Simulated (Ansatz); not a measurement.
# How fast states decay through Cs4SeO, part 3 of 3

Aim: relax a made-up compound, Cs4SeO, and see how good a tunnel barrier it would be. It is built by putting Cs for Na, O for Te in the Na4TeSe structure of space group P4/mmm, with the volume rescaled by atomic radii. The parent structure comes from the Materials Project.

Ansatz 0.2.0; PBE DFT, plane waves, PAW files (the session's first sound run).

So far. Step 5 (Decay over the two-dimensional zone): The least value on the mesh is 0.202 Å⁻¹ at +0.51 eV. At that energy the listed points give about 0.202 Å⁻¹ by interpolation, so the mesh holds no clearly slower state. Step 6 (Band edges at another level): The searched edges give 0.850 eV, as on the mesh.

The structure was built from a prototype and need not be the compound's stable phase.

### Step 7. Complex bands at another level

This step: LDA DFT, plane waves, PAW files; complex bands by layer matching along the plane's normal (Ansatz 0.2.0).

The complex bands at that level, over its own gap, at (0, 0) and (-0.5, -0.5).

File input.yaml:

```yaml
crystal:
  lattice:
    - [5.518346164, 0.0, 0.0]
    - [0.0, 5.518346164, 0.0]
    - [0.0, 0.0, 8.155179274]
  atoms:
    - { symbol: Cs, position: [0.5, 0.0, 0.7241330833] }
    - { symbol: Cs, position: [0.0, 0.5, 0.2758669167] }
    - { symbol: Cs, position: [0.5, 0.0, 0.2758669167] }
    - { symbol: Cs, position: [0.0, 0.5, 0.7241330833] }
    - { symbol: O, position: [0.5, 0.5, 0.5] }
    - { symbol: Se, position: [0.0, 0.0, 0.0] }
kpoints:
  mp_grid: { grid: [4, 4, 4] }
scf:
  occupations: { method: fixed }
hamiltonian:
  xc: lda
output:
  eigenvalues: true
  transmission:
    leads: [[0, 0]]
    kpoints: [[0.0, 0.0], [-0.5, -0.5]]
    e_range: [-1.0, 1.85]
    de: 0.05
```

On the command line:

```console
$ ansatz run input.yaml --threads 2 --pin off --max-ram 4096MiB --backend cpu --events-out ev --progress --plain --runs-dir out
```

Numbers of over 12 decimals in the logs are rounded to 6 here.

The program printed:

```text
[...]
Crystal: 6 atoms, lattice volume = 248.343 Å³
Basis set: ecut = 420 eV, 4839 PW (Γ)
Bands: 35, of which v1, the nominal top of the filled ones, is band 29 counted from 1 (28 counted from 0)
Symmetry: 16 space group operations
[...]
k-points: 18 of 64
[...]
SCF iter   1: F=—  HF=-27961.510669 eV  |F-HF|=—  |Δ(HF+E_count)|=         —  Δρ=7.72e-3  dr2=1.73e-1  ethr=1.77e-3  ⟨swp⟩=5.8  Hψ=2506  notcnv=0  defer=69
[...]
SCF iter   8: F=-27961.475406 eV  HF=-27961.475406 eV  |F-HF|=7.31e-8  |Δ(HF+E_count)|=   9.04e-7  Δρ=4.36e-6  dr2=8.25e-8  ethr=1.72e-10  ⟨swp⟩=11.8  Hψ=3305  notcnv=0
SCF 1 converged in 8 iterations: F = -27961.475406 eV  dr2 = 8.25e-8
[...]
transmission: 11 of 22 steps passed
transmission: 22 of 22 steps passed
SCF converged after 8 iterations
Free energy (F): -27961.475406 eV
[...]
Internal energy: -27961.475406 eV  (E = F + TS)
E sigma→0 (E₀):  -27961.475406 eV
Fermi energy:    5.040734 eV
[...]
--- Band table (eV; the first three rows and the last of 18) ---
  k-point 0: bands = [... 25 lower, 3.9052, 4.4458, 4.8489, 4.8489, 5.8904, 6.5333, 7.7113, 7.9154, ... 2 higher]
  k-point 1: bands = [... 25 lower, 3.9824, 4.4105, 4.7924, 4.7924, 6.2897, 6.8093, 7.7884, 7.9905, ... 2 higher]
  k-point 2: bands = [... 25 lower, 4.0756, 4.3811, 4.7197, 4.7197, 7.1485, 7.2188, 7.3332, 7.7428, ... 2 higher]
  k-point 17: bands = [... 25 lower, 4.0625, 4.7110, 4.7110, 5.0171, 7.0065, 7.2474, 8.2039, 8.2039, ... 2 higher]
--- Transmission ---
  basis      : 277 plane waves across, 11 finite elements along
  points     : 2, as listed
[...]
crystal 0  : Cs4Se1O1, at the sites [0, 0], period 8.1552 Å: whole cells are its period
[...]
channels       : 0.000000e0 a spin
[...]
slowest decay  : 0.1816 /Å at (0.0000, 0.0000)
```

The job ended after 54 s (2 threads of Arm Neoverse V2, shared host; peak memory 1.1 GiB).

Numbers from this step:

```yaml
level_to_which_the_leads_are_filled: 0.4248 eV from the Fermi level
decay_constant_at_the_filling_level_zone_centre: 0.1816 Å⁻¹
decay_constant_at_the_filling_level_slowest_listed_point: 0.1816 Å⁻¹
```

K parallel (0, 0); values up to 1.5 1/Å, a degenerate pair printed once or twice; energies at which all values exceed this have no row. Table of Im kz of the slowest decaying states by energy, zero at the highest filled level on the SCF mesh:

| energy (eV) | decay 1 (Å⁻¹) | decay 2 (Å⁻¹) | decay 3 (Å⁻¹) | decay 4 (Å⁻¹) |
| --- | --- | --- | --- | --- |
| -1.00 | 0.272 | 0.473 | 0.512 | 0.559 |
| -0.85 | 0.155 | 0.285 | 0.379 | 0.506 |
| -0.70 | 0.195 | 0.196 | 0.297 | 0.500 |
| -0.55 | 0.162 | 0.195 | 0.317 | 0.494 |
| -0.45 | 0.170 | 0.224 | 0.335 | 0.490 |
| -0.30 | 0.242 | 0.354 | 0.483 | 0.559 |
| -0.15 | 0.156 | 0.240 | 0.360 | 0.476 |
| 0.00 | 0.231 | 0.318 | 0.357 | 0.469 |
| 0.15 | 0.216 | 0.349 | 0.437 | 0.461 |
| 0.30 | 0.197 | 0.337 | 0.453 | 0.539 |
| 0.40 | 0.182 | 0.327 | 0.447 | 0.538 |
| 0.55 | 0.152 | 0.310 | 0.438 | 0.529 |
| 0.70 | 0.110 | 0.289 | 0.429 | 0.518 |
| 0.85 | 0.264 | 0.420 | 0.506 | 0.576 |
| 1.00 | 0.235 | 0.410 | 0.492 | 0.582 |
| 1.15 | 0.199 | 0.399 | 0.477 | 0.585 |
| 1.30 | 0.151 | 0.388 | 0.460 | 0.588 |
| 1.40 | 0.106 | 0.380 | 0.448 | 0.590 |
| 1.55 | 0.368 | 0.428 | 0.544 | 0.638 |
| 1.70 | 0.356 | 0.407 | 0.509 | 0.607 |
| 1.85 | 0.342 | 0.384 | 0.484 | 0.563 |

K parallel (0, 0). Table of Re kz of states that move upwards by energy, zero at the highest filled level on the SCF mesh:

| energy (eV) | channel 1 (Å⁻¹) | channel 2 (Å⁻¹) |
| --- | --- | --- |
| -1.00 | 0.280 | 0.280 |
| -0.90 | - | - |
| -0.85 | - | - |
| -0.75 | - | - |
| -0.70 | - | - |
| -0.60 | -0.0539 | - |
| -0.55 | - | - |
| -0.45 | - | - |
| -0.40 | - | - |
| -0.30 | -0.292 | -0.292 |
| -0.25 | -0.193 | -0.193 |
| -0.15 | - | - |
| -0.10 | - | - |
| 0.00 | - | - |
| 0.10 | - | - |
| 0.15 | - | - |
| 0.25 | - | - |
| 0.30 | - | - |
| 0.40 | - | - |
| 0.45 | - | - |
| 0.55 | - | - |
| 0.60 | - | - |
| 0.70 | - | - |
| 0.75 | - | - |
| 0.85 | 0.00570 | - |
| 0.95 | 0.0930 | - |
| 1.00 | 0.115 | - |
| 1.10 | 0.150 | - |
| 1.15 | 0.165 | - |
| 1.25 | 0.193 | - |
| 1.30 | 0.206 | - |
| 1.40 | 0.230 | - |
| 1.45 | 0.242 | - |
| 1.55 | 0.0853 | 0.264 |
| 1.60 | 0.117 | 0.275 |
| 1.70 | 0.165 | 0.296 |
| 1.75 | 0.186 | 0.306 |
| 1.85 | 0.222 | 0.326 |

K parallel (-0.5, -0.5); values up to 1.5 1/Å, a degenerate pair printed once or twice; energies at which all values exceed this have no row. Table of Im kz of the slowest decaying states by energy, zero at the highest filled level on the SCF mesh:

| energy (eV) | decay 1 (Å⁻¹) | decay 2 (Å⁻¹) | decay 3 (Å⁻¹) | decay 4 (Å⁻¹) |
| --- | --- | --- | --- | --- |
| -1.00 | 0.0339 | 0.0993 | 0.763 | 0.892 |
| -0.90 | 0.130 | 0.762 | 0.863 | 0.887 |
| -0.75 | 0.176 | 0.179 | 0.765 | 0.813 |
| -0.65 | 0.187 | 0.235 | 0.770 | 0.772 |
| -0.55 | 0.183 | 0.269 | 0.725 | 0.779 |
| -0.45 | 0.160 | 0.293 | 0.670 | 0.791 |
| -0.30 | 0.317 | 0.569 | 0.773 | 0.812 |
| -0.20 | 0.0336 | 0.328 | 0.483 | 0.751 |
| -0.10 | 0.241 | 0.336 | 0.356 | 0.727 |
| 0.00 | 0.0646 | 0.334 | 0.342 | 0.700 |
| 0.05 | 0.272 | 0.344 | 0.373 | 0.685 |
| 0.15 | 0.347 | 0.359 | 0.450 | 0.648 |
| 0.25 | 0.348 | 0.389 | 0.565 | 0.867 |
| 0.35 | 0.347 | 0.400 | 0.579 | 0.861 |
| 0.50 | 0.344 | 0.401 | 0.598 | 0.852 |
| 0.60 | 0.340 | 0.396 | 0.611 | 0.834 |
| 0.70 | 0.334 | 0.387 | 0.624 | 0.797 |
| 0.80 | 0.327 | 0.375 | 0.638 | 0.756 |
| 0.95 | 0.312 | 0.353 | 0.657 | 0.695 |
| 1.05 | 0.300 | 0.336 | 0.660 | 0.665 |
| 1.15 | 0.285 | 0.316 | 0.632 | 0.669 |
| 1.30 | 0.256 | 0.281 | 0.596 | 0.670 |
| 1.40 | 0.230 | 0.253 | 0.576 | 0.669 |
| 1.50 | 0.196 | 0.220 | 0.557 | 0.665 |
| 1.60 | 0.146 | 0.179 | 0.539 | 0.620 |
| 1.75 | 0.0721 | 0.513 | 0.577 | 0.727 |
| 1.85 | 0.496 | 0.555 | 0.734 | 0.734 |

At the listed wavevectors the last open channel is at -0.20 eV and the next at +0.85 eV on the grid. At +0.40 eV, the grid energy nearest the filling level (the middle of the gap on the SCF mesh), the slowest state at the listed wavevectors decays with κ = 0.182 Å⁻¹, its amplitude falling by e over 5.5 Å; the first such run, plane (001), gave 0.203 Å⁻¹.

### Step 8. Summary of results

```json
{
  "band gap": "1.03 eV",
  "least decay constant at mid-gap, normal to (001)": "0.203 Å⁻¹",
  "least decay constant on a mesh, normal to (001)": "0.202 Å⁻¹",
  "least decay constant, LDA": "0.182 Å⁻¹"
}
```

**Reading.** With PBE, the slowest decay at the wavevectors tried is κ = 0.203 Å⁻¹, normal to (001). Through such a film the transmission near mid-gap falls as exp(−2κd), a factor of ten every 5.7 Å. A free electron under a barrier of half the gap would need a mass of 0.31 mₑ to decay at this rate. With LDA the gap goes from 1.03 to 0.850 eV and the decay constant, over the first 2 listed wavevectors, from 0.203 to 0.182 Å⁻¹. The compound is made up by substitution; its stability against other phases and against distortions of the cell's symmetry was not tested. A semilocal functional narrows gaps, so real decay constants are likely larger.

[Logs are printed without paths, hosts, clocks, repeated set-up lines and the standing remarks that a program may print on its own settings, such as how far it seeks lower states.]

[Hosts, paths, dates, database ids (printed as entryN), source tags and the programs' standing remarks are cut or masked in the printed files.]
